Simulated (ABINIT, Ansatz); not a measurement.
# Converging GW for GaAs (F-43m) in ABINIT, part 2 of 2

What does each rung of G0W0 on GaAs (F-43m) cost, and what does it buy?

ABINIT 10.8.3; PBE and many-body steps on it, plane waves. Known limits of the many-body steps: not at the basis limit; screening runs away on this mesh; no spin-orbit coupling; coarse k mesh.

So far. Step 3 (Screening, 4×4×4 mesh, 38 bands, screening to 76.2 eV): Local fields lower ε∞ by 7 %. The value itself is an artefact of the mesh, where one narrow direct gap carries too much weight. Step 4 (38 bands, 76.2 eV): The gap on the mesh goes from 0.51 eV to 1.16 eV, a correction of +0.65 eV.

### Step 6. 77 bands, 141.5 eV

This step: G0W0 on PBE, plane waves, norm-conserving pseudopotentials.

Contents of run.abi:

```
acell 3*1.0 Angstrom
rprim 
  0.000000000000 2.826850000000 2.826850000000
  2.826850000000 0.000000000000 2.826850000000
  2.826850000000 2.826850000000 0.000000000000
ntypat 2
znucl 31 33
natom 2
typat 1 2
xred 
  0.000000000000 0.000000000000 0.000000000000
  0.250000000000 0.250000000000 0.250000000000
pp_dirpath "pseudos"
pseudos "Ga.upf, As.upf"
ecut 45
ngkpt 4 4 4
nshiftk 1
shiftk 0 0 0
kptopt 1
chksymbreak 0
istwfk *1
occopt 1
irdwfk 1
optdriver 4
nband 77
gwcalctyp 0
ecutsigx 45
symsigma 1
nkptgw 1
kptgw 
  0.0000000000 0.0000000000 0.0000000000
bdgw 
  20 26
ecuteps 5.2
irdscr 1
ppmodel 1
indata_prefix "in"
outdata_prefix "out"
tmpdata_prefix "tmp"
```

Command:

```sh
$ OMP_NUM_THREADS=1 mpirun -n 4 abinit run.abi > log
```

The log of the run:

```text
.Version 10.8.3 of ABINIT. v10.8.2 released Aug 2026.

 Symmetries : space group F-4 3 m (#216); Bravais cF (face-center cubic)
[... echo of the input left out ...]
== DATASET  1 ==================================================================
-   mpi_nproc: 4, omp_nthreads: 1 (-1 if OMP is not activated)

--- !DatasetInfo
iteration_state: {dtset: 1, }
dimensions: {natom: 2, nkpt: 8, mband: 77, nsppol: 1, nspinor: 1, nspden: 1, mpw: 4477, }
cutoff_energies: {ecut:  45.0, pawecutdg:  -1.0, }
electrons: {nelect:   4.40000000E+01, charge:   0.00000000E+00, occopt:   1.00000000E+00, tsmear:   1.00000000E-02, }

 SIGMA: Calculation of the GW corrections

 Based on a program developped by R.W. Godby, V. Olevano, G. Onida, and L. Reining.
 Incorporated in ABINIT by V. Olevano, G.-M. Rignanese, and M. Torrent.
.Using double precision arithmetic ; gwpc =  8

[... cell and pseudopotentials left out ...]
--------------------------------------------------------------------------------

 ==== K-mesh for the wavefunctions ====
 Number of points in the irreducible wedge :     8
[... list of points left out ...]
 Together with 24 symmetry operations and time-reversal symmetry
 yields    64 points in the full Brillouin Zone.

 ==== Q-mesh for screening function ====
 Number of points in the irreducible wedge :     8
[... list of points left out ...]
 Together with 24 symmetry operations and time-reversal symmetry
 yields    64 points in the full Brillouin Zone.

 vcoul_init : cutoff-mode = AUXILIARY_FUNCTION
 q-points for optical limit:   1
     1)      0.000010    0.000020    0.000030
 setmesh: FFT mesh size selected  =    45x   45x   45
          total number of points  =        91125

 Number of electrons calculated from density =   44.0000; Expected =   44.0000
[...]
number of q-points in BZ                           64
 number of frequencies for dSigma/dE                 9
 frequency step for dSigma/dE [eV]                0.25
 number of omega for Sigma on real axis              0
 max omega for Sigma on real axis  [eV]           0.00
 zcut for avoiding poles [eV]                     0.10

 EPSILON^-1 parameters (SCR file):
 dimension of the eps^-1 matrix on file            169
 dimension of the eps^-1 matrix used               169
 number of plane-waves for wavefunctions          4477
 number of bands                                    77
 number of q-points in IBZ                           8
 number of frequencies                               2
 number of real frequencies                          1
 number of imag frequencies                          1

 matrix elements of self-energy operator (all in [eV])

 Perturbative Calculation

--- !SelfEnergy_ee
iteration_state: {dtset: 1, }
kpoint     : [   0.000,    0.000,    0.000, ]
spin       : 1
KS_gap     :    0.508
QP_gap     :    1.161
Delta_QP_KS:    0.654
data: !SigmaeeData |
     Band     E0 <VxcDFT>   SigX SigC(E0)      Z dSigC/dE  Sig(E)    E-E0       E
       20   5.666 -14.357 -16.013   1.410   0.798  -0.254 -14.554  -0.197   5.470
       21   5.666 -14.357 -16.013   1.410   0.798  -0.254 -14.554  -0.197   5.470
       22   5.666 -14.357 -16.013   1.410   0.798  -0.254 -14.554  -0.197   5.470
       23   6.174 -14.700 -10.607  -3.523   0.802  -0.247 -14.243   0.457   6.631
       24   9.403 -11.528  -7.015  -4.130   0.802  -0.248 -11.221   0.307   9.710
       25   9.403 -11.528  -7.015  -4.130   0.802  -0.248 -11.221   0.307   9.710
       26   9.403 -11.528  -7.015  -4.130   0.802  -0.248 -11.221   0.307   9.710

== END DATASET(S) ==============================================================
================================================================================

 -outvars: echo values of variables after computation  --------
           etotal      0.0000000000E+00
            nband          77
             nkpt           8
          spgroup         216
 [... the other variables as echoed above ...]

 Calculation completed.
```

Elapsed: 4.4 s, on 4 MPI ranks of Arm Neoverse V2, shared host; peak memory 0.7 GiB.

Numbers from this step:

| Quantity | Value |
| --- | --- |
| G0W0 gap on the points computed | 1.161 eV |
| starting gap on the mesh | 0.5078 eV |
| k of the valence top | 0, 0, 0 |
| k of the conduction bottom | 0, 0, 0 |
| Z at the valence top | 0.798 |
| Z at the conduction bottom | 0.802 |
| least direct G0W0 gap on the computed points | 1.161 eV |

Against G0W0 in ABINIT (4×4×4 mesh, 38 bands, screening to 76.2 eV, Godby-Needs plasmon pole), the gap moves by +0.000 eV.

### Step 7. Screening, 4×4×4 mesh, 156 bands, screening to 217.7 eV

This step: RPA screening on PBE, plane waves, norm-conserving pseudopotentials.

run.abi: that of step 6 with these lines changed.

```diff
@@ -23,15 +23,8 @@
 irdwfk 1
-optdriver 4
-nband 77
-gwcalctyp 0
-ecutsigx 45
-symsigma 1
-nkptgw 1
-kptgw 
-  0.0000000000 0.0000000000 0.0000000000
-bdgw 
-  20 26
-ecuteps 5.2
-irdscr 1
-ppmodel 1
+optdriver 3
+nband 156
+ecuteps 8
+inclvkb 2
+awtr 1
+symchi 1
 indata_prefix "in"
```

The log of the run:

```text
.Version 10.8.3 of ABINIT. v10.8.2 released Aug 2026.

 Symmetries : space group F-4 3 m (#216); Bravais cF (face-center cubic)
[... echo of the input left out ...]
== DATASET  1 ==================================================================
-   mpi_nproc: 4, omp_nthreads: 1 (-1 if OMP is not activated)

--- !DatasetInfo
iteration_state: {dtset: 1, }
dimensions: {natom: 2, nkpt: 8, mband: 156, nsppol: 1, nspinor: 1, nspden: 1, mpw: 4477, }
cutoff_energies: {ecut:  45.0, pawecutdg:  -1.0, }
[...]
--------------------------------------------------------------------------------
[... chi0 elements left out ...]
 For q-point:  0.000010 0.000020 0.000030
  dielectric constant = 140.7957
  dielectric constant without local fields = 149.5711

  Average fulfillment of the sum rule on Im[epsilon] for q-point    1 :     42.29  [%]
[... wings left out ...]
  q-point number  2        q = ( 0.250000, 0.000000, 0.000000) [r.l.u.]
--------------------------------------------------------------------------------
[... chi0 elements left out ...]
  Average fulfillment of the sum rule on Im[epsilon] for q-point    2 :     48.95  [%]

 [... 6 further q-points ...]
```

Wall time 1.8 min (4 MPI ranks); peak memory 1.8 GiB; 7.4 min of CPU time.

Numbers from this step:

- ε∞ with local fields, on this mesh, along the program's q direction: 140.8
- the same without local fields: 149.6
- plasma frequency: 36.65 eV
- plane waves in the screening matrix: 331

### Step 8. 156 bands, 217.7 eV

This step: G0W0 on PBE, plane waves, norm-conserving pseudopotentials.

run.abi: that of step 7 with these lines changed.

```diff
@@ -23,8 +23,15 @@
 irdwfk 1
-optdriver 3
+optdriver 4
 nband 156
+gwcalctyp 0
+ecutsigx 45
+symsigma 1
+nkptgw 1
+kptgw 
+  0.0000000000 0.0000000000 0.0000000000
+bdgw 
+  20 26
 ecuteps 8
-inclvkb 2
-awtr 1
-symchi 1
+irdscr 1
+ppmodel 1
 indata_prefix "in"
```

The log of the run:

```text
.Version 10.8.3 of ABINIT. v10.8.2 released Aug 2026.

 Symmetries : space group F-4 3 m (#216); Bravais cF (face-center cubic)
[... echo of the input left out ...]
== DATASET  1 ==================================================================
-   mpi_nproc: 4, omp_nthreads: 1 (-1 if OMP is not activated)

--- !DatasetInfo
iteration_state: {dtset: 1, }
dimensions: {natom: 2, nkpt: 8, mband: 156, nsppol: 1, nspinor: 1, nspden: 1, mpw: 4477, }
cutoff_energies: {ecut:  45.0, pawecutdg:  -1.0, }
[...]
24   9.403 -11.528  -7.015  -4.410   0.804  -0.244 -11.445   0.083   9.486
       25   9.403 -11.528  -7.015  -4.410   0.804  -0.244 -11.445   0.083   9.486
       26   9.403 -11.528  -7.015  -4.410   0.804  -0.244 -11.445   0.083   9.486

== END DATASET(S) ==============================================================
================================================================================

 -outvars: echo values of variables after computation  --------
           etotal      0.0000000000E+00
            nband         156
             nkpt           8
          spgroup         216
 [... the other variables as echoed above ...]

 Calculation completed.
```

The job ended after 13 s (4 MPI ranks; peak memory 1.5 GiB; 51 s of CPU time).

Numbers from this step:

```
G0W0 gap on the points computed              : 1.116 eV
starting gap on the mesh                     : 0.5078 eV
k of the valence top                         : 0, 0, 0
k of the conduction bottom                   : 0, 0, 0
least direct G0W0 gap on the computed points : 1.116 eV
```

Against G0W0 in ABINIT (4×4×4 mesh, 77 bands, screening to 141.5 eV, Godby-Needs plasmon pole), the gap moves by −0.045 eV.

### Step 9. The runs together

Times are wall times on 4 MPI ranks of Arm Neoverse V2, shared host, good to a factor of about two. A run's time includes the screening step that it read.

| run | mesh | bands | screening cutoff (eV) | DFT gap (eV) | gap on the mesh (eV) | direct (eV) | ε∞ used | time |
| --- | --- | --- | --- | --- | --- | --- | --- | --- |
| 38 bands, 76.2 eV | 4×4×4 | 38 | 76.2 | 0.508 | 1.161 | 1.161 | 139.23 | 11 s |
| 77 bands, 141.5 eV | 4×4×4 | 77 | 141.5 | 0.508 | 1.161 | 1.161 | 140.21 | 29 s |
| 156 bands, 217.7 eV | 4×4×4 | 156 | 217.7 | 0.508 | 1.116 | 1.116 | 140.80 | 2.1 min |

### Step 10. Summary of results

| Property | Result |
| --- | --- |
| 38 bands, 76.2 eV | 1.161 eV |
| 77 bands, 141.5 eV | 1.161 eV |
| 156 bands, 217.7 eV | 1.116 eV |
| known limits | not at the basis limit; screening runs away on this mesh; no spin-orbit coupling; coarse k mesh |

In words: From the first rung to the last the gap moves by −0.04 eV for 11 times the time. The steps are not yet shrinking, so no limit is drawn. In the first G0W0 run levels were corrected at 1 k point alone, so a gap called «on the mesh» is the least over those, and an edge elsewhere would be missed. The 4×4×4 mesh is coarse for this cell, which bears on the long-range parts of exchange and screening. On this mesh the RPA ε∞ passes 90, more than nearly any semiconductor shows; a coarse mesh does this where one point with a narrow direct gap carries much weight. The screening is then too strong, and the G0W0 gap should not be taken as the material's. The many-body steps are scalar-relativistic: spin-orbit coupling is not in them.

[Paths, hosts, dates, memory and timing lines, banners, echoed tables and standing remarks are left out of the program output.]

[Logs are printed without paths, hosts, clocks, repeated set-up lines and the standing remarks that a program may print on its own settings, such as how far it seeks lower states.]

[Runs of the session that timed out or met a known fault of the program may be left out.]

[No measured gap is set beside runs whose start may be inverted or whose files or cutoffs have a known fault.]

[Hosts, paths, dates, database ids (printed as entryN), source tags and the programs' standing remarks are cut or masked in the printed files.]

[G0W0 gaps are taken among the corrected bands and points alone; a level outside them can change the order at an edge.]

[Where Ansatz stands beside ABINIT at settings called matched, ABINIT's density can come from a denser mesh and the files from another edition; pairs whose starting gaps differed by over 0.03 eV were left out, so agreement reads better than it is.]
